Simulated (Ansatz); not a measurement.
# InSe monolayer: from the cell to its phonons, part 3 of 3

Wanted: phonon frequencies of InSe monolayer and what follows from them.

Ansatz 0.2.0; DFT PBEsol, scalar-relativistic, plane waves, PAW.

So far. Step 3 (Tight relaxation): The largest force component left is 0.14 meV/Å, within the tolerances set. Step 4 (Zone-centre response): Before it was imposed, the acoustic sum rule was missed by 6.1e-5 eV/Å² and the charge sum rule by 0.0053 e. Small misses are needed for a sound result but don't prove that mesh and cutoff are converged. The lowest optical mode is real, 36.3 cm⁻¹.

### 5. Response at finite wavevector

Stability and thermal properties need the whole zone. Linear response on a 3×3×1 q mesh gives force constants as far as a supercell of that size would, and the tensors from the zone-centre run are typed in so that the long-range dipole term is interpolated apart.

Contents of input.yaml:

```yaml
crystal:
  lattice:
    - [3.9959528346, 0.0, 0.0]
    - [-1.9979764173, 3.4605966671, 0.0]
    - [0.0, 0.0, 34.09996]
  atoms:
    - { symbol: In, position: [0.3333333333, 0.6666666667, 0.3632424786] }
    - { symbol: In, position: [0.3333333333, 0.6666666667, 0.2819195685] }
    - { symbol: Se, position: [0.6666666667, 0.3333333333, 0.4008687096] }
    - { symbol: Se, position: [0.6666666667, 0.3333333333, 0.2442933376] }
  periodic: [true, true, false]
kpoints:
  mp_grid: { grid: [9, 9, 1] }
hamiltonian:
  xc: pbesol
scf:
  occupations: { method: fixed }
output:
  eigenvalues: true
phonons:
  method: dfpt
  qmesh: [3, 3, 1]
  temperatures: { t_max: 1000, t_step: 50 }
  qpath:
    path:
      - [0.0, 0.0, 0.0]
      - [0.5, 0.0, 0.0]
      - [0.33333333, 0.33333333, 0.0]
      - [0.0, 0.0, 0.0]
    npoints: 10
  isolated: true
  non_analytic_term:
    high_frequency_dielectric_tensor: [[2.7386, 0.0, 0.0], [0.0, 2.7386, 0.0], [0.0, 0.0, 1.212]]
    born_effective_charges:
      - { species: In, tensor: [[2.3765, 0.0, 0.0], [0.0, 2.3765, 0.0], [0.0, 0.0, 0.1656]] }
      - { species: In, tensor: [[2.3765, 0.0, 0.0], [0.0, 2.3765, 0.0], [0.0, 0.0, 0.1656]] }
      - { species: Se, tensor: [[-2.3765, 0.0, 0.0], [0.0, -2.3765, 0.0], [0.0, 0.0, -0.1656]] }
      - { species: Se, tensor: [[-2.3765, 0.0, 0.0], [0.0, -2.3765, 0.0], [0.0, 0.0, -0.1656]] }
    source: "zone-centre run at this cell"
```

Launch:

```sh
$ ansatz run input.yaml --threads 8 --pin off --max-ram 14336MiB --backend cpu --events-out ev --progress --plain --runs-dir out
```

Numbers of over 12 decimals in the logs are rounded to 6 here.

Output:

```text
Warning: phonons: the dynamical matrix that this run interpolates holds no multipole term above the dipole-dipole one, and a site of this crystal is no centre of inversion, so its interpolated transverse optical and acoustic branches and sound speeds can stay off near Gamma, and the density of states and the thermodynamics with them. What a run solves at a wave vector of phonons.qpoints, Gamma apart, where the deck admits one, is free of this, and under fd what a larger phonons.supercell samples
[...]
Crystal: 4 atoms, lattice volume = 471.547 Å³
Basis set: ecut = 420 eV, 9281 PW (Γ), exchange–correlation on 54×54×480 points (8 copies of the dense FFT grid, shifted against one another)
Bands: 35, of which v1, the nominal top of the filled ones, is band 29 counted from 1 (28 counted from 0)
Symmetry: 12 space group operations
k-points: 12 of 81 (irreducible under 6 space group operations, time reversal used)
[...]
SCF iter   1: F=—  HF=-21901.128418 eV  |F-HF|=—  |Δ(HF+E_count)|=         —  Δρ=2.31e-3  dr2=6.13e-2  ethr=1.77e-3  ⟨swp⟩=6.8  Hψ=1724  notcnv=0  defer=48
[...]
SCF iter  11: F=-21901.115433 eV  HF=-21901.115433 eV  |F-HF|=1.46e-10  |Δ(HF+E_count)|=  1.46e-11  Δρ=1.96e-8  dr2=2.97e-12  ethr=1.00e-12  ⟨swp⟩=25.2  Hψ=3676  notcnv=0
SCF 1 converged in 11 iterations: F = -21901.115433 eV  dr2 = 2.97e-12
[...]
DFPT response loops at q = (0, 0, 0) (fractional): preconditioner auto → none (the input reference at scf.mixing.eps_inf says where Resta's filter doesn't serve); β = 0.50; Broyden in place of MSR1
[...]
SCF converged after 11 iterations
Free energy (F): -21901.115433 eV
[...]
Internal energy: -21901.115433 eV  (E = F + TS)
E sigma→0 (E₀):  -21901.115433 eV
Fermi energy:    -6.008169 eV
[...]
--- Band table (eV; the first three rows and the last of 12) ---
  k-point 0: bands = [... 25 lower, -6.4579, -6.3799, -6.3799, -6.0818, -4.3586, -3.1966, -0.9076 (-0.9076°), -0.9076 (-0.9076°), ... 2 higher]
  k-point 1: bands = [... 25 lower, -7.0312, -6.6142, -6.5179, -6.0170, -3.7619, -2.5813, -1.5373 (-1.5373°), -0.7845 (-0.7845°), ... 2 higher]
  k-point 2: bands = [... 25 lower, -7.7166, -6.9673, -6.8332, -6.0404, -3.1981, -2.9193, -1.2231 (-1.2231°), -1.0228 (-1.0228°), ... 2 higher]
  k-point 11: bands = [... 25 lower, -8.8530, -7.7855, -7.3020, -7.1061, -3.4917, -2.8019, -1.9593, -0.9782, ... 2 higher]
  ° read free of the cell's end (the report's vacuum.weakly_bound_levels)
--- Phonons (Γ-DFPT): 8 representative perturbations + reference (Σ response iterations 28) ---
  ASR residual: 3.868e-5 → 0.000e0 eV/Å²; symmetrization residual: 2.508e-5 eV/Å²
[...]
ASR residual per site (eV/Å²): 3.87e-5 3.35e-5 3.79e-5 4.53e-6
[...]
--- Phonons (arbitrary-q DFPT): 3 irreducible q on the 3×3×1 mesh ---
  q = [0.0000, 0.0000, 0.0000] (star 1, of the zone-centre solve; hermiticity 4.30e-6, symmetrization 8.18e-12, taken by the last average 1.83e-6): -0.00 -0.00 -0.00 36.29 36.29 105.90 169.51 169.51 173.48 173.48 198.93 226.42
  q = [0.0000, 0.3333, 0.0000] (star 6, 12 solved perturbations on 45 of 81 k-point pairs; hermiticity 3.78e-6, symmetrization 6.11e-10, taken by the last average 2.09e-6): 38.65 42.26 58.01 59.04 85.54 115.98 171.02 172.68 175.08 194.84 195.10 222.98
  q = [0.3333, 0.3333, 0.0000] (star 2, 8 solved perturbations in 256 linear systems a pass and spin channel, the states on 45 of 81 k-point pairs; hermiticity 1.41e-5, symmetrization 1.32e-6, taken by the last average 2.69e-6): 44.32 45.47 74.79 86.69 87.39 120.96 175.62 180.63 184.04 184.94 188.57 220.05
  sum rule: each row above includes the acoustic sum rule's correction from the zone centre's row sums; it moved no ω² by more than (0.36 cm⁻¹)²
  mesh force constants: q→R imaginary residual 0.00e0; ASR residual 3.868e-5 → 0.000e0 eV/Å²; symmetrization residual 7.105e-15 eV/Å²
  interpolated dispersion: 31 rows × 12 modes
  density of states and harmonic sums: on the 18×18×1 q-mesh, interpolated from the force constants of a 3×3×1 supercell (with the dipole–dipole term of supplied tensors)
  largest difference from the sums on the solved wave vectors: F 9.05e-2 eV, S 1.15e-4 and C_V 2.47e-5 eV/K
  zero-point energy: 0.094700 eV/cell   skipped modes (ω ≤ 0): 5, of them read as no rigid motion or as one in doubt: 2 (3.704e-2 modes/cell left out, lowest -6.11 cm⁻¹)   left out of the sums: 3.86e-3 of the cell's modes: C_V's classical limit lies that fraction below 3 k_B per atom; for a crystal, a wire or a layer, F and S can be off by more, and a phonons.interpolated_qmesh denser along its periods is the remedy for the sampling
```

The job ended after 3.9 min (8 threads of Arm Neoverse V2, shared host; peak memory 2.8 GiB; 30 min of CPU time).

This step gave:

```yaml
sum_rule_residual_before_enforcement: 3.87e-5 eV/Å²
lowest_frequency_on_the_path: -6.178 cm⁻¹
highest_frequency_on_the_path_or_at_a_solved_wavevector: 226.4 cm⁻¹
lowest_mode_on_the_q_mesh_acoustic_modes_at_gamma_apart: 36.29 cm⁻¹
```

Frequencies (cm⁻¹) solved at each irreducible wavevector; negative means imaginary. Frequencies by wavevector, by row:

```csv
q in reciprocal lattice units,star,mode 1,mode 2,mode 3,mode 4,mode 10,mode 11,mode 12
0 0 0,1,0,0,0,36.3,173.5,198.9,226.4
0 0.3333 0,6,38.6,42.3,58,59,194.8,195.1,223
0.3333 0.3333 0,2,44.3,45.5,74.8,86.7,184.9,188.6,220.1
```

Interpolated from a 3×3×1 q mesh, with the LO-TO term (at Γ the limit along the path; where Γ stands inside the path, tables give the limit on arrival). Phonon branches along the path, in cm⁻¹:

```csv
point,branch 1,branch 2,branch 3,branch 4,branch 9,branch 10,branch 11,branch 12
Γ,0,0,0,36,174,174,199,226
halfway,29,32,53,58,175,195,201,223
M,46,52,54,61,184,189,189,224
halfway,44,48,65,75,184,185,187,222
K,44,46,75,87,184,185,189,220
halfway,32,45,55,62,178,193,198,222
Γ,0,0,0,36,174,174,199,226
```

The phonon density of states has structure finer than the step of the table below, so its rows give means over 5 cm⁻¹, whole bins alone (the curve runs from -7 to 227 cm⁻¹). Peaks (cm⁻¹: height): 45.0: 0.166, 57.0: 0.165, 85.0: 0.176, 121.0: 0.0894, 175.0: 0.347, 195.0: 0.184, 223.0: 0.271.

Tetrahedra on a 18×18×1 mesh, mean over bins of 2 cm-1. Interpolated from a 3×3×1 q mesh. Phonon density of states against wavenumber; means over each step:

```csv
wavenumber (cm⁻¹),phonon density of states (1/cm⁻¹/cell)
0,0.00395
5,0.00578
10,0.00875
15,0.0136
20,0.0185
25,0.0231
30,0.0295
35,0.0417
40,0.0800
45,0.135
50,0.109
55,0.0940
60,0.102
65,0.0620
70,0.0492
75,0.0372
80,0.0385
85,0.122
90,0.0225
95,0
100,0
105,0.0436
110,0.0284
115,0.0311
120,0.0599
125,0.0348
130,0.00220
135,0
140,0
145,0
150,0
155,0
160,0
165,0.00194
170,0.144
175,0.274
180,0.132
185,0.112
190,0.141
195,0.127
200,0.0420
205,0.0261
210,0
215,4.2e-5
220,0.104
```

The partial phonon density of states has structure finer than the step of the table below, so its rows give means over 10 cm⁻¹, whole bins alone (the curve runs from -21.2 to 243 cm⁻¹). Peaks (cm⁻¹: height): In 45.3: 0.102, 61.9: 0.0663, 85.2: 0.0640, 121.8: 0.0205, 173.4: 0.0964, 191.7: 0.0894, 221.6: 0.0982; Se 48.6: 0.0498, 85.2: 0.0564, 121.8: 0.0311, 173.4: 0.190, 191.7: 0.118, 221.6: 0.0537.

Phonopy on the run's constants, 17x17x1 mesh, Gaussian sigma 2.0 cm-1. Interpolated from a 3×3×1 q mesh. The partial phonon density of states by wavenumber; means over each step; values in 1/cm⁻¹/cell:

```csv
wavenumber (cm⁻¹),In,Se
-10,0.00356,0.00248
0,0.00294,0.00200
10,0.00483,0.00325
20,0.0107,0.00690
30,0.0183,0.0106
40,0.0596,0.0275
50,0.0687,0.0405
60,0.0529,0.0353
70,0.0340,0.0160
80,0.0326,0.0208
90,0.0242,0.0223
100,0.00575,0.0139
110,0.00785,0.0159
120,0.0155,0.0238
130,0.00753,0.00975
140,3.7e-5,4.3e-5
150,0,0
160,8.3e-5,1.5e-4
170,0.0518,0.101
180,0.0542,0.0990
190,0.0679,0.0948
200,0.0130,0.0175
210,8.7e-5,4.7e-5
220,0.0531,0.0294
230,0.0108,0.00655
```

Symmetry leaves 3 wavevectors to solve. The lowest mode among them, the acoustic zeros apart, lies at Γ and is real, 36.3 cm⁻¹. Between them the interpolated path dips to 6i cm⁻¹.

### 6. Another isotope, element In, natural mass 114.818 amu

An isotope changes the mass and not the force constants, so no new electronic calculation is needed; the shifts show which modes move this element.

The same force constants with the mass of In changed from 114.818 to 112.904 u (phonopy, no LO-TO term). Both lists are sorted by frequency; levels can cross, so a row need not hold one and the same mode. Modes under 3 cm⁻¹ are left out. Isotope shifts, by row:

```csv
q,rank,natural mass (cm⁻¹),changed mass (cm⁻¹)
0 0 0,4,36.29,36.48
0 0 0,5,36.29,36.48
0 0 0,6,105.9,106.2
0 0 0,7,169.5,170.1
0 0 0,8,169.5,170.1
0 0 0,9,173.5,174.1
0 0 0,10,173.5,174.1
0 0 0,11,198.9,199.6
0 0 0,12,226.4,227.8
0 0.3333 0,1,38.65,38.88
0 0.3333 0,2,42.26,42.49
0 0.3333 0,3,58.01,58.33
0 0.3333 0,4,59.04,59.3
0 0.3333 0,5,85.54,85.95
0 0.3333 0,6,116,116.3
0 0.3333 0,7,171,171.5
0 0.3333 0,8,172.7,173.1
0 0.3333 0,9,175.1,175.6
0 0.3333 0,10,194.8,195.5
0 0.3333 0,11,195.1,195.9
0 0.3333 0,12,223,224.2
0.3333 0.3333 0,1,44.32,44.51
0.3333 0.3333 0,2,45.47,45.77
0.3333 0.3333 0,3,74.79,75.25
0.3333 0.3333 0,4,86.69,87.25
0.3333 0.3333 0,5,87.39,87.76
0.3333 0.3333 0,6,121,121.3
0.3333 0.3333 0,7,175.6,175.9
0.3333 0.3333 0,8,180.6,181.4
0.3333 0.3333 0,9,184,184.8
0.3333 0.3333 0,10,184.9,185.3
0.3333 0.3333 0,11,188.6,189
0.3333 0.3333 0,12,220.1,221.2
```

A mode of this element alone would shift by +0.84 %. The highest zone-centre frequency without the field goes from 226.4 to 227.8 cm⁻¹ (+0.6 %). The product of the frequency ratios over all optical modes at Γ is 1.036; the product rule, (m/m′)^(3k/2) (M′/M)^(3/2) with k = 2 such atoms and M the mass of the cell, gives 1.036.

### 7. Isotope substitution, element Se, natural mass 78.971 amu

The same for Se, from 78.97 to 81.92 u.

A mode of this element alone would shift by -1.81 %. The highest zone-centre frequency without the field goes from 226.4 to 225.2 cm⁻¹ (-0.5 %). The product of the frequency ratios over all optical modes at Γ is 0.916; the product rule, (m/m′)^(3k/2) (M′/M)^(3/2) with k = 2 such atoms and M the mass of the cell, gives 0.916.

### 8. Summary of results

```yaml
space_group_after_relaxation_within_0p01_a: P-6m2
area_per_atom: 3.46 Å²
gap_on_the_k_mesh: 1.65 eV
highest_optical_mode_at_the_zone_centre_no_lo_to_term: 226 cm⁻¹
lowest_optical_zone_centre_mode: 36.3 cm⁻¹
largest_born_charge_third_of_the_trace: 1.64 e
lowest_mode_on_the_q_mesh_acoustic_modes_at_gamma_apart: 36.3 cm⁻¹
highest_frequency_on_the_path_or_at_a_solved_wavevector: 226 cm⁻¹
imaginary_modes_on_the_3x3x1_q_mesh: none
```

In words: No mode is imaginary at the 3 irreducible wavevectors solved, but between them the interpolated path dips to 6.2i cm⁻¹, so stability is not settled. Without the field, the optical modes at Γ span 36 to 226 cm⁻¹. The highest mode in this list at Γ, 226.4 cm⁻¹, has its largest share on In (70 % of the kinetic energy). The strongest infrared line is at 174 cm⁻¹. Averaged over orientations, the strongest Raman line at 532 nm and 300 K is at 106 cm⁻¹. The tensors are the static, non-resonant ones, while 532 nm light (2.33 eV) lies above the computed gap. In a sheet or slab the interpolated bending branch near Γ is rough, since the rotational sum rule isn't imposed. Dielectric tensors refer to the cell with its vacuum. The starting cell was built on a prototype and not taken from a measurement. These are harmonic frequencies at zero temperature: anharmonic shifts, linewidths and thermal expansion are left out.

[Logs are printed without paths, hosts, clocks, repeated set-up lines and the standing remarks that a program may print on its own settings, such as how far it seeks lower states.]

[Hosts, paths, dates, database ids (printed as entryN), source tags and the programs' standing remarks are cut or masked in the printed files.]
